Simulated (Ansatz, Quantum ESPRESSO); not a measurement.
# Ta2NOS MXene, 1 layer in an electric field, part 4 of 5

Aim: how Ta2NOS MXene, 1 layer screens a field along its normal, and what the field does to its bands.

Quantum ESPRESSO 7.5; plane-wave DFT, PBE, PseudoDojo norm-conserving pseudopotentials; geometry and cross-check by Ansatz 0.2.0 with PAW datasets.

So far. Step 6 (Ground state: field 0.1 V/Å): The dipole goes from 0.0018 to 0.0337 e Å, 0.3198 e Å per V/Å. Step 7 (Potential by pp.x): The slope in the vacuum is 0.100 eV/Å for an applied 0.10 V/Å, as it should be.

## (8) Self-consistent run: field 0.2 V/Å

Input file f2.in:

```
&control
  prefix = 'f2'
  outdir = './out'
  pseudo_dir = './pseudo'
  calculation = 'scf'
  tprnfor = .true.
  tefield = .true.
  dipfield = .true.
/
&system
  ibrav = 0
  nat = 5
  ntyp = 4
  ecutwfc = 72
  ecutrho = 288
  occupations = 'smearing'
  smearing = 'fd'
  degauss = 0.004
  edir = 3
  emaxpos = 0.97
  eopreg = 0.04
  eamp = 0.00388938
/
&electrons
  conv_thr = 1e-09
  mixing_beta = 0.4
  electron_maxstep = 120
  mixing_mode = 'plain'
  startingpot = 'file'
/
ATOMIC_SPECIES
  S   32.0600  S.dojo-sr-pbe-0.4.1-standard.upf
  Ta  180.9479  Ta.dojo-sr-pbe-0.4.1-standard.upf
  N   14.0070  N.dojo-sr-pbe-0.4.1-standard.upf
  O   15.9990  O.dojo-sr-pbe-0.4.1-standard.upf
CELL_PARAMETERS angstrom
  3.21401923009305 -0.00000000000000 -0.00000000000000
  -1.60700961504653 2.78342230151229 0.00000000000000
  -0.00000000000000 0.00000000000000 22.53292593870000
ATOMIC_POSITIONS crystal
  S   0.333333333333 0.666666666667 0.388643466230
  Ta  0.666666666667 0.333333333333 0.460522722697
  N   0.000000000000 0.000000000000 0.515611377966
  Ta  0.333333333333 0.666666666667 0.564826984606
  O   0.666666666667 0.333333333333 0.611085048700
K_POINTS automatic
  12 12 1 0 0 0
```

The run is started by

```sh
cp -r out/f0.save out/f2.save
OMP_NUM_THREADS=1 mpirun -n 4 pw.x -nk 4 -in f2.in > f2.out
```

The log of the run:

```text
[banner, memory and clock lines left out]
Program PWSCF v.7.5 starts
[...]
number of electrons       =        43.00
     number of Kohn-Sham states=           26
     kinetic-energy cutoff     =      72.0000  Ry
     charge density cutoff     =     288.0000  Ry
[...]
number of k points=    74  Fermi-Dirac smearing, width (Ry)=  0.0040
[...]
Dense  grid:   112539 G-vectors     FFT dimensions: (  36,  36, 240)
     The initial density is read from file :
[...]
Starting wfcs are   32 randomized atomic wfcs
[...]
estimated scf accuracy    <       0.14050017 Ry
[...]
estimated scf accuracy    <      20.87516257 Ry
[...]
estimated scf accuracy    <       0.01224936 Ry
[...]
estimated scf accuracy    <       0.01212944 Ry
[...]
estimated scf accuracy    <       0.00460072 Ry
[...]
estimated scf accuracy    <       0.00360366 Ry
[...]
estimated scf accuracy    <       0.00109219 Ry
[...]
estimated scf accuracy    <       0.00015066 Ry
[...]
estimated scf accuracy    <       0.00012468 Ry
[...]
estimated scf accuracy    <       0.00016670 Ry
[...]
estimated scf accuracy    <       0.00002739 Ry
[...]
estimated scf accuracy    <       0.00000012 Ry
[...]
estimated scf accuracy    <       0.00000012 Ry
[...]
estimated scf accuracy    <       0.00000006 Ry
[...]
estimated scf accuracy    <          4.3E-09 Ry
[...]
estimated scf accuracy    <       0.00000004 Ry
[...]
estimated scf accuracy    <          3.8E-09 Ry
[...]
estimated scf accuracy    <          1.0E-09 Ry
[...]
Computed dipole along edir(3) :
        Dipole                0.1242 Ry au,          0.3157 Debye
        Dipole field          0.0011 Ry au,
        E field amplitude [Ha a.u.]:  3.8894E-03
        Potential amp.        0.2242 Ry
        Total length         40.8778 bohr
[...]
the Fermi energy is     1.5969 ev
!    total energy              =    -336.67012195 Ry
     estimated scf accuracy    <          1.1E-11 Ry
     smearing contrib. (-TS)   =      -0.00090644 Ry
     internal energy E=F+TS    =    -336.66921551 Ry
[...]
one-electron contribution =   -2884.09563118 Ry
     hartree contribution      =    1442.55958957 Ry
     xc contribution           =     -80.13800861 Ry
     ewald contribution        =    1185.00565826 Ry
     electric field correction =      -0.00082356 Ry
     convergence has been achieved in  19 iterations
[...]
Total force =     0.007727     Total SCF correction =     0.000017
[...]
```

It took 3.6 min on 4 MPI ranks of Arm Neoverse V2, shared host; peak memory 1 GiB; 14 min of CPU time.

This step gave:

```
free energy             : -4580.6304 eV
energy at zero smearing : -4580.6242 eV
Fermi energy            : 1.597 eV
dipole along the normal : 0.06573 e·Å
```

The dipole goes from 0.0018 to 0.0657 e Å, 0.3198 e Å per V/Å.

## (9) Potential by pp.x

Input file f2.pot.in:

```
&inputpp
  prefix = 'f2'
  outdir = './out'
  filplot = 'f2.pot.dat'
  plot_num = 11
/
```

The run is started by

```sh
OMP_NUM_THREADS=1 mpirun -n 4 pp.x -in f2.pot.in > f2.pot.out
```

The job ended after 0.86 s (4 MPI ranks; peak memory 0.12 GiB; 3.1 s of CPU time).

This step gave:

```
slope of the potential above                                          : 0.2000 eV/Å
upper vacuum line continued to the top atoms, over the Fermi level    : 4.916 eV
slope of the potential below                                          : 0.2000 eV/Å
lower vacuum line continued to the bottom atoms, over the Fermi level : 5.243 eV
```

The slope in the vacuum is 0.200 eV/Å for an applied 0.20 V/Å, as it should be.

## (10) Bands along a path: field 0.2 V/Å

Input file f2.bands.in:

```
&control
  prefix = 'f2.bands'
  outdir = './out'
  pseudo_dir = './pseudo'
  calculation = 'bands'
  tefield = .true.
  dipfield = .true.
/
&system
  ibrav = 0
  nat = 5
  ntyp = 4
  ecutwfc = 72
  ecutrho = 288
  occupations = 'smearing'
  smearing = 'fd'
  degauss = 0.004
  edir = 3
  emaxpos = 0.97
  eopreg = 0.04
  eamp = 0.00388938
  nbnd = 27
/
&electrons
  conv_thr = 1e-07
  mixing_beta = 0.4
  electron_maxstep = 120
  mixing_mode = 'local-TF'
/
ATOMIC_SPECIES
  S   32.0600  S.dojo-sr-pbe-0.4.1-standard.upf
  Ta  180.9479  Ta.dojo-sr-pbe-0.4.1-standard.upf
  N   14.0070  N.dojo-sr-pbe-0.4.1-standard.upf
  O   15.9990  O.dojo-sr-pbe-0.4.1-standard.upf
CELL_PARAMETERS angstrom
  3.21401923009305 -0.00000000000000 -0.00000000000000
  -1.60700961504653 2.78342230151229 0.00000000000000
  -0.00000000000000 0.00000000000000 22.53292593870000
ATOMIC_POSITIONS crystal
  S   0.333333333333 0.666666666667 0.388643466230
  Ta  0.666666666667 0.333333333333 0.460522722697
  N   0.000000000000 0.000000000000 0.515611377966
  Ta  0.333333333333 0.666666666667 0.564826984606
  O   0.666666666667 0.333333333333 0.611085048700
K_POINTS crystal_b
4
  0.0000000000 0.0000000000 0.0000000000 14
  0.5000000000 0.0000000000 0.0000000000 14
  0.3333333333 0.3333333333 0.0000000000 14
  0.0000000000 0.0000000000 0.0000000000 1
```

The run is started by

```sh
cp -r out/f2.save out/f2.bands.save
cp out/f2.xml out/f2.bands.xml
OMP_NUM_THREADS=1 mpirun -n 4 pw.x -nk 4 -in f2.bands.in > f2.bands.out
```

The log of the run:

```text
[banner, memory and clock lines left out]
Program PWSCF v.7.5 starts
[citation notice left out]

[...]
bravais-lattice index     =            0
     lattice parameter (alat)  =       6.0736  a.u.
     unit-cell volume          =    1360.3221 (a.u.)^3
     number of atoms/cell      =            5
     number of atomic types    =            4
     number of electrons       =        43.00
     number of Kohn-Sham states=           27
     kinetic-energy cutoff     =      72.0000  Ry
     charge density cutoff     =     288.0000  Ry
     Exchange-correlation= PBE
                           (   1   4   3   4   0   0   0)

[...]
PseudoPot. # 1 for S  read from file:
     ./pseudo/S.dojo-sr-pbe-0.4.1-standard.upf
     Pseudo is Norm-conserving + core correction, Zval =  6.0
     Generated using ONCVPSP code by D. R. Hamann
     Using radial grid of 1146 points,  6 beta functions with:
                l(1) =   0
                l(2) =   0
                l(3) =   1
                l(4) =   1
                l(5) =   2
                l(6) =   2

     PseudoPot. # 2 for Ta read from file:
     ./pseudo/Ta.dojo-sr-pbe-0.4.1-standard.upf
     Pseudo is Norm-conserving + core correction, Zval = 13.0
     Generated using ONCVPSP code by D. R. Hamann
     Using radial grid of 1450 points,  8 beta functions with:
                l(1) =   0
                l(2) =   0
                l(3) =   1
                l(4) =   1
                l(5) =   2
                l(6) =   2
                l(7) =   3
                l(8) =   3

     PseudoPot. # 3 for N  read from file:
     ./pseudo/N.dojo-sr-pbe-0.4.1-standard.upf
     Pseudo is Norm-conserving + core correction, Zval =  5.0
     Generated using ONCVPSP code by D. R. Hamann
     Using radial grid of 1058 points,  4 beta functions with:
                l(1) =   0
                l(2) =   0
                l(3) =   1
                l(4) =   1

     PseudoPot. # 4 for O  read from file:
     ./pseudo/O.dojo-sr-pbe-0.4.1-standard.upf
     Pseudo is Norm-conserving + core correction, Zval =  6.0
     Generated using ONCVPSP code by D. R. Hamann
     Using radial grid of  936 points,  5 beta functions with:
                l(1) =   0
                l(2) =   0
                l(3) =   1
                l(4) =   1
                l(5) =   2

     atomic species   valence    mass     pseudopotential
     S                 6.00    32.06000     S ( 1.00)
     Ta               13.00   180.94790     Ta( 1.00)
     N                 5.00    14.00700     N ( 1.00)
     O                 6.00    15.99900     O ( 1.00)

     No symmetry found

[...]
number of k points=    43  Fermi-Dirac smearing, width (Ry)=  0.0040
[...]
Dense  grid:   112539 G-vectors     FFT dimensions: (  36,  36, 240)

     The potential is recalculated from file :
     ./out/f2.bands.save/charge-density

     Adding external electric field

     Computed dipole along edir(3) :
        Dipole                0.1242 Ry au,          0.3157 Debye
        Dipole field          0.0011 Ry au,

        E field amplitude [Ha a.u.]:  3.8894E-03
        Potential amp.        0.2242 Ry
        Total length         40.8778 bohr

     Starting wfcs are   32 randomized atomic wfcs

     Band Structure Calculation
     Davidson diagonalization with overlap

     ethr =  2.33E-10,  avg # of iterations = 46.8

     End of band structure calculation

          k = 0.0000 0.0000 0.0000 ( 14041 PWs)   bands (ev):

   -68.2255 -67.3809 -34.8293 -34.5456 -34.5456 -33.8714 -33.7376 -33.7376
   -18.3460 -15.4984 -12.5671  -6.9256  -5.8319  -5.8319  -3.6967  -3.1088
    -3.1088  -1.8743  -0.1321  -0.1321   0.3881   0.3881   0.9692   2.4855
     2.9650   2.9650   4.5784

          k = 0.0357 0.0206 0.0000 ( 14063 PWs)   bands (ev):

   -68.2252 -67.3807 -34.8276 -34.5528 -34.5471 -33.8706 -33.7431 -33.7389
   -18.3341 -15.4962 -12.5591  -6.9073  -5.8345  -5.8186  -3.6707  -3.1879
    -3.1189  -1.8535  -0.2923  -0.2230   0.4457   0.5008   1.0092   2.4986
     2.9786   2.9995   4.5241

[...]
```

Run time: 55 s. Hardware: 4 MPI ranks; peak memory 0.5 GiB; 3.6 min of CPU time.

Band numbers count within the set of bands kept for display. Electronic bands along the path, in eV, zero at the Fermi level; # counts the bands kept:

```tsv
point	#7	#8	#9	#10	#11	#12	#13	#14
Γ	-3.47	-1.73	-1.73	-1.21	-1.21	-0.63	0.89	1.37
halfway	-4.37	-3.28	-2.41	-2.03	0.27	0.47	1.22	2.34
M	-4.97	-3.52	-2.52	-2.47	0.98	1.43	1.63	2.98
halfway	-4.70	-4.11	-3.40	-1.44	0.81	1.16	1.69	2.78
K	-4.81	-4.42	-3.92	-0.48	0.25	0.50	2.17	2.54
halfway	-4.21	-3.64	-2.92	-1.06	-0.83	1.31	1.79	1.95
Γ	-3.47	-1.73	-1.73	-1.21	-1.21	-0.63	0.89	1.37
```

Upper empty bands that drop with the field can be states of the vacuum, held by the sawtooth; they depend on the cell's width.

## (11) Ground state: field 0.4 V/Å

f3.in, as its differences from the input of step 8:

```diff
@@ -1,3 +1,3 @@
 &control
-  prefix = 'f2'
+  prefix = 'f3'
   outdir = './out'
@@ -21,3 +21,3 @@
   eopreg = 0.04
-  eamp = 0.00388938
+  eamp = 0.00777876
 /
```

The run is started by

```sh
cp -r out/f0.save out/f3.save
OMP_NUM_THREADS=1 mpirun -n 4 pw.x -nk 4 -in f3.in > f3.out
```

The log of the run:

```text
[banner, memory and clock lines left out]
Program PWSCF v.7.5 starts
[...]
number of electrons       =        43.00
     number of Kohn-Sham states=           26
     kinetic-energy cutoff     =      72.0000  Ry
     charge density cutoff     =     288.0000  Ry
[...]
number of k points=    74  Fermi-Dirac smearing, width (Ry)=  0.0040
[...]
Dense  grid:   112539 G-vectors     FFT dimensions: (  36,  36, 240)
     The initial density is read from file :
[...]
Starting wfcs are   32 randomized atomic wfcs
[...]
estimated scf accuracy    <       0.52948862 Ry
[...]
estimated scf accuracy    <      80.35036554 Ry
[...]
estimated scf accuracy    <       0.05444233 Ry
[...]
estimated scf accuracy    <       0.04945211 Ry
[...]
estimated scf accuracy    <       0.02228450 Ry
[...]
estimated scf accuracy    <       0.01568906 Ry
[...]
estimated scf accuracy    <       0.00508492 Ry
[...]
estimated scf accuracy    <       0.00179951 Ry
[...]
estimated scf accuracy    <       0.00079331 Ry
[...]
estimated scf accuracy    <       0.00044872 Ry
[...]
estimated scf accuracy    <       0.00003802 Ry
[...]
estimated scf accuracy    <       0.00000400 Ry
[...]
estimated scf accuracy    <       0.00000297 Ry
[...]
estimated scf accuracy    <       0.00000154 Ry
[...]
estimated scf accuracy    <       0.00000090 Ry
[...]
estimated scf accuracy    <       0.00000010 Ry
[...]
estimated scf accuracy    <          9.6E-09 Ry
[...]
Computed dipole along edir(3) :
        Dipole                0.2454 Ry au,          0.6237 Debye
        Dipole field          0.0023 Ry au,
        E field amplitude [Ha a.u.]:  7.7788E-03
        Potential amp.        0.4506 Ry
        Total length         40.8778 bohr
[...]
the Fermi energy is     1.5904 ev
!    total energy              =    -336.67155892 Ry
     estimated scf accuracy    <          4.4E-10 Ry
     smearing contrib. (-TS)   =      -0.00090400 Ry
     internal energy E=F+TS    =    -336.67065491 Ry
[...]
one-electron contribution =   -2883.88669659 Ry
     hartree contribution      =    1442.35005618 Ry
     xc contribution           =     -80.13641139 Ry
     ewald contribution        =    1185.00565826 Ry
     electric field correction =      -0.00326137 Ry
     convergence has been achieved in  18 iterations
[...]
Total force =     0.011928     Total SCF correction =     0.000113
[...]
```

Elapsed: 3.4 min, on 4 MPI ranks; peak memory 0.99 GiB.

Numbers from this step:

| Item | Value |
| --- | --- |
| free energy | -4580.6499 eV |
| energy at zero smearing | -4580.6438 eV |
| Fermi energy | 1.590 eV |
| dipole along the normal | 0.1299 e·Å |

The dipole goes from 0.0018 to 0.1299 e Å, 0.3202 e Å per V/Å.

## (12) Electrostatic potential

Input file f3.pot.in:

```
&inputpp
  prefix = 'f3'
  outdir = './out'
  filplot = 'f3.pot.dat'
  plot_num = 11
/
```

The run is started by

```sh
OMP_NUM_THREADS=1 mpirun -n 4 pp.x -in f3.pot.in > f3.pot.out
```

Elapsed: 0.86 s, on 4 MPI ranks; peak memory 0.12 GiB; 3.1 s of CPU time.

Read from the output:

* slope of the potential above: 0.4000 eV/Å
* upper vacuum line continued to the top atoms, over the Fermi level: 4.824 eV
* slope of the potential below: 0.4000 eV/Å
* lower vacuum line continued to the bottom atoms, over the Fermi level: 5.445 eV

The slope in the vacuum is 0.400 eV/Å for an applied 0.40 V/Å, as it should be.

Each curve counts from the Fermi level of its own run.

The potential energy (potential at 0 V/Å) oscillates, so the rows of the table below give means over windows of 1 Å about each position, cut where the curve ends. Its maxima inside the range that stand out by 2 % of the span (Å: eV): 9.5: -6.45, 11.3: -9.37. Its minima: 8.8: -13.6, 10.4: -27.5, 12.8: -28.1.

The runs together. The potential energy by z; means over each step:

```tsv
z (Å)	potential at 0 V/Å (eV)	potential at 0.1 V/Å (eV)	potential at 0.2 V/Å (eV)	potential at 0.4 V/Å (eV)
0	5.05	4.39	3.73	2.42
1	5.05	4.37	3.69	2.34
2	5.05	4.47	3.89	2.74
3	5.05	4.57	4.09	3.14
4	5.05	4.67	4.29	3.54
5	5.05	4.77	4.49	3.94
6	5.04	4.86	4.68	4.33
7	4.77	4.68	4.60	4.43
8	-0.864	-0.887	-0.911	-0.956
9	-10.5	-10.5	-10.5	-10.5
10	-18.2	-18.2	-18.2	-18.2
11	-14.7	-14.7	-14.7	-14.7
12	-14.5	-14.5	-14.5	-14.5
13	-21.5	-21.5	-21.5	-21.5
14	-4.33	-4.30	-4.28	-4.23
15	4.51	4.60	4.68	4.85
16	5.00	5.17	5.35	5.70
17	5.01	5.29	5.56	6.12
18	5.01	5.39	5.76	6.52
19	5.01	5.49	5.96	6.92
20	5.01	5.59	6.16	7.32
21	5.01	5.69	6.36	7.72
22	5.02	5.47	5.92	6.82
```

## (13) Band structure: field 0.4 V/Å

f3.bands.in, as its differences from the input of step 10:

```diff
@@ -1,3 +1,3 @@
 &control
-  prefix = 'f2.bands'
+  prefix = 'f3.bands'
   outdir = './out'
@@ -20,3 +20,3 @@
   eopreg = 0.04
-  eamp = 0.00388938
+  eamp = 0.00777876
   nbnd = 27
```

The run is started by

```sh
cp -r out/f3.save out/f3.bands.save
cp out/f3.xml out/f3.bands.xml
OMP_NUM_THREADS=1 mpirun -n 4 pw.x -nk 4 -in f3.bands.in > f3.bands.out
```

The log of the run:

```text
[banner, memory and clock lines left out]
Program PWSCF v.7.5 starts
[citation notice left out]

[...]
bravais-lattice index     =            0
     lattice parameter (alat)  =       6.0736  a.u.
     unit-cell volume          =    1360.3221 (a.u.)^3
     number of atoms/cell      =            5
     number of atomic types    =            4
     number of electrons       =        43.00
     number of Kohn-Sham states=           27
     kinetic-energy cutoff     =      72.0000  Ry
     charge density cutoff     =     288.0000  Ry
     Exchange-correlation= PBE
                           (   1   4   3   4   0   0   0)

[...]
PseudoPot. # 1 for S  read from file:
     ./pseudo/S.dojo-sr-pbe-0.4.1-standard.upf
     Pseudo is Norm-conserving + core correction, Zval =  6.0
     Generated using ONCVPSP code by D. R. Hamann
     Using radial grid of 1146 points,  6 beta functions with:
                l(1) =   0
                l(2) =   0
                l(3) =   1
                l(4) =   1
                l(5) =   2
                l(6) =   2

     PseudoPot. # 2 for Ta read from file:
     ./pseudo/Ta.dojo-sr-pbe-0.4.1-standard.upf
     Pseudo is Norm-conserving + core correction, Zval = 13.0
     Generated using ONCVPSP code by D. R. Hamann
     Using radial grid of 1450 points,  8 beta functions with:
                l(1) =   0
                l(2) =   0
                l(3) =   1
                l(4) =   1
                l(5) =   2
                l(6) =   2
                l(7) =   3
                l(8) =   3

     PseudoPot. # 3 for N  read from file:
     ./pseudo/N.dojo-sr-pbe-0.4.1-standard.upf
     Pseudo is Norm-conserving + core correction, Zval =  5.0
     Generated using ONCVPSP code by D. R. Hamann
     Using radial grid of 1058 points,  4 beta functions with:
                l(1) =   0
                l(2) =   0
                l(3) =   1
                l(4) =   1

     PseudoPot. # 4 for O  read from file:
     ./pseudo/O.dojo-sr-pbe-0.4.1-standard.upf
     Pseudo is Norm-conserving + core correction, Zval =  6.0
     Generated using ONCVPSP code by D. R. Hamann
     Using radial grid of  936 points,  5 beta functions with:
                l(1) =   0
                l(2) =   0
                l(3) =   1
                l(4) =   1
                l(5) =   2

     atomic species   valence    mass     pseudopotential
     S                 6.00    32.06000     S ( 1.00)
     Ta               13.00   180.94790     Ta( 1.00)
     N                 5.00    14.00700     N ( 1.00)
     O                 6.00    15.99900     O ( 1.00)

     No symmetry found

[...]
number of k points=    43  Fermi-Dirac smearing, width (Ry)=  0.0040
[...]
Dense  grid:   112539 G-vectors     FFT dimensions: (  36,  36, 240)

     The potential is recalculated from file :
     ./out/f3.bands.save/charge-density

     Adding external electric field

     Computed dipole along edir(3) :
        Dipole                0.2454 Ry au,          0.6237 Debye
        Dipole field          0.0023 Ry au,

        E field amplitude [Ha a.u.]:  7.7788E-03
        Potential amp.        0.4506 Ry
        Total length         40.8778 bohr

     Starting wfcs are   32 randomized atomic wfcs

     Band Structure Calculation
     Davidson diagonalization with overlap
     c_bands:  1 eigenvalues not converged

     ethr =  2.33E-10,  avg # of iterations = 46.4

     End of band structure calculation

          k = 0.0000 0.0000 0.0000 ( 14041 PWs)   bands (ev):

   -68.2326 -67.3882 -34.8351 -34.5513 -34.5513 -33.8792 -33.7453 -33.7453
   -18.3260 -15.5019 -12.5911  -6.9287  -5.8307  -5.8307  -3.6898  -3.0990
    -3.0990  -1.8851  -0.1437  -0.1437   0.3800   0.3800   0.9565   2.4753
     2.9595   2.9595   4.5674

          k = 0.0357 0.0206 0.0000 ( 14063 PWs)   bands (ev):

   -68.2323 -67.3879 -34.8335 -34.5585 -34.5528 -33.8784 -33.7507 -33.7465
   -18.3141 -15.4997 -12.5830  -6.9105  -5.8331  -5.8174  -3.6650  -3.1773
    -3.1089  -1.8637  -0.3048  -0.2350   0.4377   0.4931   0.9973   2.4875
     2.9731   2.9951   4.5101

[...]
```

Run time: 55 s. Hardware: 4 MPI ranks; peak memory 0.5 GiB; 3.7 min of CPU time.

Band numbers count within the set of bands kept for display. Electronic bands along the path, in eV, zero at the Fermi level; # counts the bands kept:

```tsv
point	#7	#8	#9	#10	#11	#12	#13	#14
Γ	-3.48	-1.73	-1.73	-1.21	-1.21	-0.63	0.88	1.37
halfway	-4.36	-3.29	-2.42	-2.03	0.27	0.47	1.22	2.34
M	-4.95	-3.53	-2.53	-2.47	0.99	1.43	1.63	2.98
halfway	-4.69	-4.11	-3.42	-1.44	0.82	1.16	1.69	2.78
K	-4.77	-4.44	-3.94	-0.48	0.25	0.50	2.17	2.53
halfway	-4.19	-3.66	-2.94	-1.06	-0.83	1.32	1.79	1.96
Γ	-3.48	-1.73	-1.73	-1.21	-1.21	-0.63	0.88	1.37
```

Upper empty bands that drop with the field can be states of the vacuum, held by the sawtooth; they depend on the cell's width.

[end of part 4 of 5]

[Logs are printed without paths, hosts, clocks, repeated set-up lines and the standing remarks that a program may print on its own settings, such as how far it seeks lower states.]

[Hosts, paths, dates, database ids (printed as entryN), source tags and the programs' standing remarks are cut or masked in the printed files.]

[Maps of the electrostatic potential energy from Ansatz leave out the sawtooth potential of an applied field or a dipole correction, so their vacuum need not be flat; planar profiles and work functions include it.]
